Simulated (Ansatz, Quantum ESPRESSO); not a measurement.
# Band edges of 1T-SiSTe, 1 layer under strain, part 2 of 2

Aim: band edges, gap and stiffness of 1T-SiSTe, 1 layer under biaxial strain.

Quantum ESPRESSO 7.5; plane-wave DFT, PBE, GBRV ultrasoft pseudopotentials; geometry by Ansatz 0.2.0 with PAW datasets.

So far: The starting structure; Relaxation with Ansatz.

### 3. The script

Under ESM bc1 levels count from the vacuum, or from the mean of the two vacuum levels where the sheet has a dipole, so band edges at unlike strains can be compared.

Level of this step: plane-wave DFT, PBE, GBRV ultrasoft pseudopotentials (Quantum ESPRESSO 7.5).

run.py reads:

```python
import json
import numpy as np
from ase import Atoms
from ase.calculators.espresso import Espresso, EspressoProfile

profile = EspressoProfile(command='mpirun -n 2 pw.x -nk 2', pseudo_dir='../pseudo')
pseudopotentials = {'S': 's_pbe_v1.4.uspp.F.UPF', 'Si': 'si_pbe_v1.uspp.F.UPF', 'Te': 'te_pbe_v1.uspp.F.UPF'}
system = {'ecutwfc': 40, 'ecutrho': 200, 'occupations': 'smearing', 'smearing': 'fd', 'degauss': 0.002}


def calculator(name, kpts, **extra):
    data = dict(control=dict(tprnfor=True, verbosity='high', disk_io='none'),
                system=system | extra,
                electrons=dict(conv_thr=1e-09, mixing_beta=0.4, mixing_mode='plain',
                               electron_maxstep=100))
    return Espresso(profile=profile, directory=name, pseudopotentials=pseudopotentials, kpts=kpts, input_data=data)


def centre(atoms):
    z = atoms.positions[:, 2]
    atoms.positions[:, 2] -= (z.max() + z.min()) / 2  # ESM wants the slab about z = 0
    return atoms

sheet = Atoms(
    ['Te', 'Si', 'S'],
    scaled_positions=[
        [0.6666666667, 0.3333333333, 0.4127292722],
        [0.0000000000, 0.0000000000, 0.5150801204],
        [0.3333333333, 0.6666666667, 0.5870976013]],
    cell=[
        [3.525725574354, 0.000000000000, 0.000000000000],
        [-1.762862787177, 3.053367914163, 0.000000000000],
        [0.000000000000, 0.000000000000, 17.304778848600]],
    pbc=True)

rows = []
for strain in [-0.03, -0.015, 0.0, 0.015, 0.03]:
    atoms = sheet.copy()
    atoms.set_cell(sheet.cell.array * [[1 + strain], [1 + strain], [1]], scale_atoms=True)
    atoms = centre(atoms)
    atoms.calc = calculator(f's{strain:+.3f}', (12, 12, 1), assume_isolated='esm', esm_bc='bc1', nbnd=12)
    energy = atoms.get_potential_energy()
    levels = np.array([atoms.calc.get_eigenvalues(kpt=i) for i in range(len(atoms.calc.get_ibz_k_points()))])
    top, bottom = levels[:, 7].max(), levels[:, 8].min()
    direct = (levels[:, 8] - levels[:, 7]).min()
    rows.append([strain, energy, top, bottom, direct])
    print(f'strain {strain:+.3f}: E = {energy:.5f} eV, valence top {top:.3f}, conduction bottom {bottom:.3f}, '
          f'gap {bottom - top:.3f}, least direct gap {direct:.3f} eV')

x, energy, top, bottom, direct = np.array(rows).T
area = np.linalg.norm(np.cross(*sheet.cell[:2]))
stiffness = np.polyfit(x, energy, 2)[0] / area * 16.0218  # C11 + C12, heights clamped
print(f'valence and conduction edges move by {np.polyfit(x, top, 1)[0]:.2f} and {np.polyfit(x, bottom, 1)[0]:.2f} eV per unit biaxial strain')
print(f'C11 + C12 with clamped heights: {stiffness:.1f} N/m')
json.dump(dict(rows=rows, stiffness=stiffness), open('result.json', 'w'))
```

Started as:

```console
$ OMP_NUM_THREADS=1 python run.py
```

Output:

```text
strain -0.030: E = -819.22729 eV, valence top -3.741, conduction bottom -5.207, gap -1.466, least direct gap 0.110 eV
strain -0.015: E = -819.29152 eV, valence top -4.003, conduction bottom -5.315, gap -1.312, least direct gap 0.134 eV
strain +0.000: E = -819.31242 eV, valence top -4.243, conduction bottom -5.415, gap -1.172, least direct gap 0.154 eV
strain +0.015: E = -819.29564 eV, valence top -4.457, conduction bottom -5.504, gap -1.047, least direct gap 0.166 eV
strain +0.030: E = -819.24637 eV, valence top -4.649, conduction bottom -5.584, gap -0.935, least direct gap 0.173 eV
valence and conduction edges move by -15.13 and -6.28 eV per unit biaxial strain
C11 + C12 with clamped heights: 125.0 N/m
```

Run time: 3.3 min. Hardware: 2 MPI ranks of Arm Neoverse V1, shared host; peak memory 0.39 GiB.

The input that ASE wrote for the first run, and its log:

```
&CONTROL
   verbosity        = 'high'
   tprnfor          = .true.
   disk_io          = 'none'
   pseudo_dir       = '../pseudo'
/
&SYSTEM
   nbnd             = 12
   ecutwfc          = 40
   ecutrho          = 200
   occupations      = 'smearing'
   degauss          = 0.002
   smearing         = 'fd'
   assume_isolated  = 'esm'
   esm_bc           = 'bc1'
   ntyp             = 3
   nat              = 3
   ibrav            = 0
/
&ELECTRONS
   electron_maxstep = 100
   conv_thr         = 1e-09
   mixing_mode      = 'plain'
   mixing_beta      = 0.4
/
&IONS
/
&CELL
/
&FCP
/
&RISM
/
ATOMIC_SPECIES
Te 127.6 te_pbe_v1.uspp.F.UPF
Si 28.085 si_pbe_v1.uspp.F.UPF
S 32.06 s_pbe_v1.4.uspp.F.UPF

K_POINTS automatic
12 12 1  0 0 0

CELL_PARAMETERS angstrom
3.41995380712338 0.00000000000000 0.00000000000000
-1.70997690356169 2.96176687673811 0.00000000000000
0.00000000000000 0.00000000000000 17.30477884860000

ATOMIC_POSITIONS angstrom
Te 1.7099769037 0.9872556255 -1.5087026866  
Si 0.0000000000 0.0000000000 0.2624561064  
S -0.0000000002 1.9745112513 1.5087026866
```

```text
Program PWSCF v.7.5 starts
[citation notice left out]

     Parallel version (MPI & OpenMP), running on       2 processor cores
     Number of MPI processes:                 2
     Threads/MPI process:                     1

     MPI processes distributed on     1 nodes
[... 1 line left out ...]

Warning: card &CELL ignored
Warning: card &FCP ignored
Warning: card &RISM ignored

     Current dimensions of program PWSCF are:
     Max number of different atomic species (ntypx) = 10
     Max number of k-points (npk) =  40000
     Max angular momentum in pseudopotentials (lmaxx) =  4
     Message from routine setup:
     using ibrav=0 with symmetry is DISCOURAGED, use correct ibrav instead

     K-points division:     npool     =       2
     Subspace diagonalization in iterative solution of the eigenvalue problem:
     a serial algorithm will be used

     G-vector sticks info
     --------------------
     sticks:   dense  smooth     PW     G-vecs:    dense   smooth      PW
     Sum         583     451    139                56601    40289    6739

     Using Slab Decomposition

     bravais-lattice index     =            0
     lattice parameter (alat)  =       6.4628  a.u.
     unit-cell volume          =    1182.8611 (a.u.)^3
     number of atoms/cell      =            3
     number of atomic types    =            3
     number of electrons       =        16.00
     number of Kohn-Sham states=           12
     kinetic-energy cutoff     =      40.0000  Ry
     charge density cutoff     =     200.0000  Ry
     scf convergence threshold =      1.0E-09
     mixing beta               =       0.4000
     number of iterations used =            8  plain     mixing
     Exchange-correlation=  SLA  PW   PBX  PBC
                           (   1   4   3   4   0   0   0)

     Effective Screening Medium Method
     =================================
     Boundary Conditions: Vacuum-Slab-Vacuum
     total charge in unit cell        =   0.0000
     grid points for fit at edges     =        4

[... 10 lines left out ...]
     PseudoPot. # 1 for Te read from file:
     ../pseudo/te_pbe_v1.uspp.F.UPF
     Pseudo is Ultrasoft + core correction, Zval =  6.0
     Generated by new atomic code, or converted to UPF format
     Using radial grid of  891 points,  5 beta functions with:
                l(1) =   0
                l(2) =   0
                l(3) =   1
                l(4) =   1
                l(5) =   2
     Q(r) pseudized with  6 coefficients,  rinner =    1.800   1.800   1.800
                                                       1.800   1.800

     PseudoPot. # 2 for Si read from file:
     ../pseudo/si_pbe_v1.uspp.F.UPF
     Pseudo is Ultrasoft + core correction, Zval =  4.0
     Generated by new atomic code, or converted to UPF format
     Using radial grid of  899 points,  6 beta functions with:
                l(1) =   0
                l(2) =   0
                l(3) =   1
[... 465 lines left out ...]

     negative rho (up, down):  2.916E-04 0.000E+00

[... 1 line left out ...]

     End of self-consistent calculation

          k = 0.0000 0.0000 0.0000 (  5141 PWs)   bands (ev):

   -20.3852 -17.8673 -11.6902  -7.4817  -7.0198  -7.0198  -3.7415  -3.7414
    -3.1916  -1.3512  -0.8221  -0.8220

     occupation numbers
     1.0000   1.0000   1.0000   1.0000   1.0000   1.0000   0.0000   0.0000
     0.0000   0.0000   0.0000   0.0000

[... 108 lines left out ...]

     the Fermi energy is    -4.4821 ev

!    total energy              =     -60.21210027 Ry
     estimated scf accuracy    <          4.5E-11 Ry
     smearing contrib. (-TS)   =      -0.00015841 Ry
     internal energy E=F+TS    =     -60.21194186 Ry

     The total energy is F=E-TS. E is the sum of the following terms:
     one-electron contribution =     288.40596238 Ry
     hartree contribution      =    -143.13693213 Ry
     xc contribution           =     -27.32276244 Ry
     ewald contribution        =    -178.15820967 Ry

     convergence has been achieved in  18 iterations

     negative rho (up, down):  2.916E-04 0.000E+00

     Forces acting on atoms (cartesian axes, Ry/au):

     atom    1 type  1   force =     0.00000000    0.00000000   -0.01437385
     atom    2 type  2   force =     0.00000000    0.00000000    0.00509604
     atom    3 type  3   force =     0.00000000    0.00000000    0.00928124
     The non-local contrib.  to forces
     atom    1 type  1   force =     0.00000000    0.00000000    0.00054242
     atom    2 type  2   force =     0.00000000    0.00000000    0.11660110
     atom    3 type  3   force =     0.00000000    0.00000000   -0.25888491
     The ionic contribution  to forces
     atom    1 type  1   force =    -0.00000000    0.00000000  -20.25863384
     atom    2 type  2   force =    -0.00000000    0.00000000    0.89336033
     atom    3 type  3   force =     0.00000000   -0.00000000   19.36527351
     The local contribution  to forces
     atom    1 type  1   force =    -0.00000000    0.00000000   20.25668724
     atom    2 type  2   force =     0.00000000    0.00000000   -0.99653538
     atom    3 type  3   force =     0.00000000   -0.00000000  -19.11082140
     The core correction contribution to forces
     atom    1 type  1   force =     0.00000000   -0.00000000   -0.01296443
     atom    2 type  2   force =    -0.00000000    0.00000000   -0.00833599
     atom    3 type  3   force =    -0.00000000    0.00000000    0.01370001
     The Hubbard contrib.    to forces
     atom    1 type  1   force =     0.00000000    0.00000000    0.00000000
     atom    2 type  2   force =     0.00000000    0.00000000    0.00000000
     atom    3 type  3   force =     0.00000000    0.00000000    0.00000000
     The SCF correction term to forces
     atom    1 type  1   force =    -0.00000000   -0.00000000   -0.00000524
     atom    2 type  2   force =     0.00000000   -0.00000000    0.00000597
     atom    3 type  3   force =     0.00000000    0.00000000    0.00001404

     Total force =     0.017853     Total SCF correction =     0.000016
     Message from routine punch:
     Nothing written, as per user request (disk_io='none')

[... 1 line left out ...]

[... 1 line left out ...]

[... 1 line left out ...]

[... 3 lines left out ...]

[... 1 line left out ...]

[... 2 lines left out ...]

[... 1 line left out ...]

[... 1 line left out ...]

=------------------------------------------------------------------------------=
   JOB DONE.
=------------------------------------------------------------------------------=
```

This step gave:

- biaxial stiffness: 125.0 N/m

The band edge from the vacuum level by biaxial strain:

| biaxial strain (%) | valence top (eV) | conduction bottom (eV) |
| --- | --- | --- |
| -3.00 | -3.74 | -5.21 |
| -1.50 | -4.00 | -5.32 |
| 0.00 | -4.24 | -5.41 |
| 1.50 | -4.46 | -5.50 |
| 3.00 | -4.65 | -5.58 |

The gap by biaxial strain:

| biaxial strain (%) | on the mesh (eV) | least direct (eV) |
| --- | --- | --- |
| -3.00 | -1.47 | 0.110 |
| -1.50 | -1.31 | 0.134 |
| 0.00 | -1.17 | 0.154 |
| 1.50 | -1.05 | 0.166 |
| 3.00 | -0.935 | 0.172 |

Energy over the lowest against biaxial strain:

| biaxial strain (%) | energy over the lowest (meV) |
| --- | --- |
| -3.00 | 85.1 |
| -1.50 | 20.9 |
| 0.00 | 0 |
| 1.50 | 16.8 |
| 3.00 | 66.0 |

### 4. The script: LDA, GBRV ultrasoft

Level of this step: plane-wave DFT, LDA, GBRV ultrasoft pseudopotentials (Quantum ESPRESSO 7.5).

run.py, as its differences from the input of step 3:

```diff
@@ -6,3 +6,3 @@
 profile = EspressoProfile(command='mpirun -n 2 pw.x -nk 2', pseudo_dir='../pseudo')
-pseudopotentials = {'S': 's_pbe_v1.4.uspp.F.UPF', 'Si': 'si_pbe_v1.uspp.F.UPF', 'Te': 'te_pbe_v1.uspp.F.UPF'}
+pseudopotentials = {'S': 's_lda_v1.4.uspp.F.UPF', 'Si': 'si_lda_v1.uspp.F.UPF', 'Te': 'te_lda_v1.uspp.F.UPF'}
 system = {'ecutwfc': 40, 'ecutrho': 200, 'occupations': 'smearing', 'smearing': 'fd', 'degauss': 0.002}
```

Started as:

```console
$ OMP_NUM_THREADS=1 python run.py
```

Output:

```text
strain -0.030: E = -820.29172 eV, valence top -4.026, conduction bottom -5.513, gap -1.487, least direct gap 0.068 eV
strain -0.015: E = -820.30198 eV, valence top -4.280, conduction bottom -5.620, gap -1.340, least direct gap 0.087 eV
strain +0.000: E = -820.27097 eV, valence top -4.517, conduction bottom -5.720, gap -1.203, least direct gap 0.106 eV
strain +0.015: E = -820.20399 eV, valence top -4.732, conduction bottom -5.811, gap -1.079, least direct gap 0.118 eV
strain +0.030: E = -820.10621 eV, valence top -4.923, conduction bottom -5.892, gap -0.969, least direct gap 0.120 eV
valence and conduction edges move by -14.98 and -6.32 eV per unit biaxial strain
C11 + C12 with clamped heights: 119.1 N/m
```

The job ended after 3.4 min (2 MPI ranks; peak memory 0.37 GiB).

This step gave:

- biaxial stiffness: 119.1 N/m

Band edge from the vacuum level against biaxial strain:

| biaxial strain (%) | valence top (eV) | conduction bottom (eV) |
| --- | --- | --- |
| -3.00 | -4.03 | -5.51 |
| -1.50 | -4.28 | -5.62 |
| 0.00 | -4.52 | -5.72 |
| 1.50 | -4.73 | -5.81 |
| 3.00 | -4.92 | -5.89 |

Gap against biaxial strain:

| biaxial strain (%) | on the mesh (eV) | least direct (eV) |
| --- | --- | --- |
| -3.00 | -1.49 | 0.0678 |
| -1.50 | -1.34 | 0.0874 |
| 0.00 | -1.20 | 0.105 |
| 1.50 | -1.08 | 0.118 |
| 3.00 | -0.969 | 0.120 |

Table of energy over the lowest by biaxial strain:

| biaxial strain (%) | energy over the lowest (meV) |
| --- | --- |
| -3.00 | 10.3 |
| -1.50 | 0 |
| 0.00 | 31.0 |
| 1.50 | 98.0 |
| 3.00 | 196 |

### 5. A check by hand

Under equal strain ε in the plane, E = A (C11 + C12) ε². From the points at ±1.5 %: d²E/dε² = (20.90 + 16.78 − 2 × 0.00) meV / 0.015² = 167 eV, and 167/(2 × 10.765 Å²) × 16.02 = 125 N/m.

### 6. Outcome

```json
{
 "C11 + C12, heights clamped, PBE, GBRV ultrasoft": "125 N/m",
 "C11 + C12, heights clamped, LDA, GBRV ultrasoft": "119 N/m"
}
```

In words: The sheet's biaxial stiffness comes to 125 N/m (PBE, GBRV ultrasoft). The bands overlap at every strain: the sheet is a metal, and edges by band count are no gaps. Heights are clamped under strain, which makes a sheet with several atomic planes too stiff. Zero strain is the PBE cell; under LDA the energy is lowest near -2.0 %, so its stiffness is taken away from its own minimum. Semilocal gaps are too small. The sheet carries a dipole, so the two faces have unlike vacuum levels and the zero lies between them. Spin-orbit coupling is left out; depending on the atoms that carry the levels of interest, it can split and shift them by tens to hundreds of meV.

[Logs are printed without paths, hosts, clocks, repeated set-up lines and the standing remarks that a program may print on its own settings, such as how far it seeks lower states.]

[Hosts, paths, dates, database ids (printed as entryN), source tags and the programs' standing remarks are cut or masked in the printed files.]

[Maps of the electrostatic potential energy from Ansatz leave out the sawtooth potential of an applied field or a dipole correction, so their vacuum need not be flat; planar profiles and work functions include it.]
